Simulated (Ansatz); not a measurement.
# Where Ag_Si puts its levels in the gap of SiC (P6_3mc), part 2 of 2

Wanted: the transition levels of a substitutional impurity in SiC (P6_3mc), from a cell of 108 host atoms with 1 Si taken out and 1 Ag put in.

Ansatz; place-levels on r2SCAN runs: charge-transition levels and formation energies with image-charge correction and potential alignment at the atomic sites; PAW set soft_1.

So far: Starting point; The runs of each charge state; place-levels, r2SCAN.

### 3. place-levels, r2SCAN (continued)

Levels between the charges placed, in eV above the valence top:

```
        gap (eV)  (+1/0)  (0/−1)
r2SCAN      2.37    0.32    1.05
```

Corrections by state:

```
charge  moment (μB)  image terms and alignment (eV)  band filling (eV)                                  ε used  over the lowest of its charge, as the program ranks them, band filling apart (eV)
    +1          2.0                           0.277                  -  principal values (10.43, 10.43, 10.95)                                                                              0.000
     0          1.0                           0.000                  -                                       -                                                                              0.000
    −1          2.0                           0.016                  -  principal values (10.43, 10.43, 10.95)                                                                              0.000
    +1          0.0                           0.271                  -  principal values (10.43, 10.43, 10.95)                                                                              0.088
    −1          0.0                           0.046                  -  principal values (10.43, 10.43, 10.95)                                                                              0.233
```

The charged structures listed were also run neutral, and place-levels reads from each pair, by the potential or the spins, how wide the charge is by which they differ; that can be the carrier of either run.

```
charge  rms radius (Å)  spread where it is widest against the cell (Å)  wide from (Å)  reading
    +1             2.7                                            1.66           1.39     wide
    −1             2.5                                            1.47           1.39     wide
```

The neutral runs of these pairs need not share the spin of the lowest neutral state, and very wide values only mean spread over the cell.

From the program's caveats on the states, each cut to its opening words:

- charge +1 (2 μB), +1: it parts from the run at its places by a charge that spreads by about 1.7 Å along one vector (1.4 Å or more is wide), by its potential at epsilon [7.09, 7.09, [...]
- charge +1 (2 μB): the host's ions (past the first shell or, of a walk that freed a part, those that it held) aren't shown at rest: they stand up to 0.061 Å off their sites, 1.88 [...]
- charge +1 (2 μB), 0 (1 μB), −1 (2 μB): flagged: stability check not made
- charge −1 (2 μB): it parts from the run at its places by a charge that spreads by about 1.5 Å along one vector (1.4 Å or more is wide), by its potential at epsilon [7.09, 7.09, [...]
- charge −1 (2 μB): the host's ions (past the first shell or, of a walk that freed a part, those that it held) aren't shown at rest: they stand up to 0.039 Å off their sites, 0.59 [...]
- charge −1 (2 μB): its sublattices stand up to 0.0084 Å off the host's, which by the two runs' forces adds about +0.01 eV to its energy against the host's, and moves the band [...]
- charge +1: the host's ions (past the first shell or, of a walk that freed a part, those that it held) aren't shown at rest: they stand up to 0.063 Å off their sites, 1.50 [...]
- charge −1: the host's ions (past the first shell or, of a walk that freed a part, those that it held) aren't shown at rest: they stand up to 0.069 Å off their sites, 0.83 [...]

The host's formation energy from the elements is -0.356 eV per atom; it sets how far the chemical potentials can move.

Limit set by the element alone; other compounds of these elements are not counted. Chemical potentials from the elements' reference states: C 0.00 eV, Si -0.71 eV, Ag 0.00 eV. Formation energy by charge state (C-rich; gap 2.37 eV):

```
charge  at valence top (eV)  at conduction bottom (eV)  correction included (eV)
    +1                 5.96                       8.32                      0.28
     0                 6.27                       6.27                      0.00
    −1                 7.32                       4.95                      0.02
```

(Fermi level (eV), lowest formation energy (eV)): (0.00, 5.96), (0.22, 6.17), (0.43, 6.27), (0.65, 6.27), (0.86, 6.27), (1.08, 6.25), (1.29, 6.03), (1.51, 5.81), (1.72, 5.60), (1.94, 5.38), (2.15, 5.17), (2.37, 4.95)

Limit set by the element alone; other compounds of these elements are not counted. Chemical potentials from the elements' reference states: Si 0.00 eV, C -0.71 eV, Ag 0.00 eV. Formation energies (Si-rich), with the Fermi level at the valence top and at the conduction bottom (gap 2.37 eV):

```
charge  at valence top (eV)  at conduction bottom (eV)  correction included (eV)
    +1                 6.67                       9.04                      0.28
     0                 6.99                       6.99                      0.00
    −1                 8.03                       5.67                      0.02
```

| Fermi level (eV) | lowest formation energy (eV) |
| --- | --- |
| 0.00 | 6.67 |
| 0.22 | 6.88 |
| 0.43 | 6.99 |
| 0.65 | 6.99 |
| 0.86 | 6.99 |
| 1.08 | 6.96 |
| 1.29 | 6.74 |
| 1.51 | 6.53 |
| 1.72 | 6.31 |
| 1.94 | 6.10 |
| 2.15 | 5.88 |
| 2.37 | 5.67 |

### 4. Effect of the sampling

The relaxations' own energies give the levels at their sampling, for comparison.

levels.relax_mesh.yaml

```yaml
host:
  run: host.relax.run
states: [qm1.relax.run, q0_M1.relax.run, qp1.relax.run, qm1_M2.relax.run, qp1_M2.relax.run]
chemical_potentials:
  Si:
    energy: -639.06578
    dataset: <sha256 of the dataset>
  Ag:
    energy: -7604.007073
    dataset: "<sha256 of the dataset>"
```

The run is started by

```bash
ansatz place-levels levels.relax_mesh.yaml -- --threads 8 --pin off --max-ram 15073MiB
```

What it wrote:

```text
(+1/0) 0.237 eV above the valence edge, 2.141 eV under the conduction edge
(0/-1) 0.934 eV above the valence edge, 1.444 eV under the conduction edge
formation energy of charge +1: +7.086 eV with the Fermi level at the valence edge
formation energy of charge 0: +7.324 eV with the Fermi level at the valence edge
formation energy of charge -1: +8.257 eV with the Fermi level at the valence edge
  edges by r2scan, gap 2.378 eV; the host is sampled to repeats of 16.00 Å
[... the lines on each state left out ...]
```

Elapsed: 0.19 s, on 8 threads of Arm Neoverse V2, shared host.

Levels between neighbouring charges, in eV above the valence top:

```
                        gap (eV)  (+1/0)  (0/−1)
one point at (¼, ¼, ¼)      2.38    0.24    0.93
  a 2×2×2 shifted mesh      2.37    0.32    1.05
```

Going from one point at (¼, ¼, ¼) to a 2×2×2 shifted mesh moves the levels that carry no band-filling term by up to 0.12 eV and formation energies against the elements by up to 0.42 eV.

### 5. Results

```json
{
  "gap of the host": "2.37 eV (r2SCAN)",
  "level (plus 1/0)": "0.32 eV above the valence top",
  "level (0/minus 1)": "1.05 eV above the valence top",
  "lowest of the charges placed, just above the valence top (0.02 eV)": "+1",
  "lowest of the charges placed, just below the conduction bottom (0.02 eV)": "−1",
  "lowest formation energy at mid-gap of the charges run, C-rich": "6.14 eV",
  "lowest formation energy at mid-gap of the charges run, Si-rich": "6.85 eV"
}
```

In words: Of the charges placed (−1, 0 and +1), the lowest changes at 0.32 eV (+1/0) and 1.05 eV (0/−1) above the valence top, in a gap of 2.37 eV. Charges above +1 and below −1 were not placed, so these runs say nothing of levels that involve them. States placed: +1 at 2 μB and 0 μB; 0 at 1 μB; −1 at 2 μB and 0 μB. Other spin states or structures, where not listed, weren't placed. Ag is taken at its element; compounds, which aren't counted here, bound the chemical potentials and would shift these formation energies. Going from one point at (¼, ¼, ¼) to a 2×2×2 shifted mesh moves the levels that carry no band-filling term by up to 0.12 eV and formation energies against the elements by up to 0.42 eV. Keep in mind: r2SCAN makes the gap too small and tends to spread out bound carriers; spin–orbit coupling, which can matter with heavy atoms, is left out; force components of up to 0.84 eV/Å remain in a run at the final settings.

Comparison with the measured values:

| quantity | measured | r2SCAN |
| --- | --- | --- |
| band gap (least gap of the host) (eV) | 3.03 | 2.37 (-0.66 eV) |

Measured values from arxiv:1806.04908 (2018).

Verdict: The band gap is off by -0.66 eV: a clear miss. Local and semilocal functionals usually give gaps below the measured ones. Zero-point and thermal motion shift the measured gap.

[Logs are printed without paths, hosts, clocks, repeated set-up lines and the standing remarks that a program may print on its own settings, such as how far it seeks lower states.]

[Hosts, paths, dates, database ids (printed as entryN), source tags and the programs' standing remarks are cut or masked in the printed files.]

[Where a table of states has a column of steps, it counts the stored structures, which are thinned; the runs took as many ionic steps or more.]

[A defect's name tells the site on which it was built; relaxed atoms can leave that site.]

[For some hosts the program warned that the k-mesh of the response run may be too coarse for force constants and the static dielectric constant; such warnings are not shown here.]
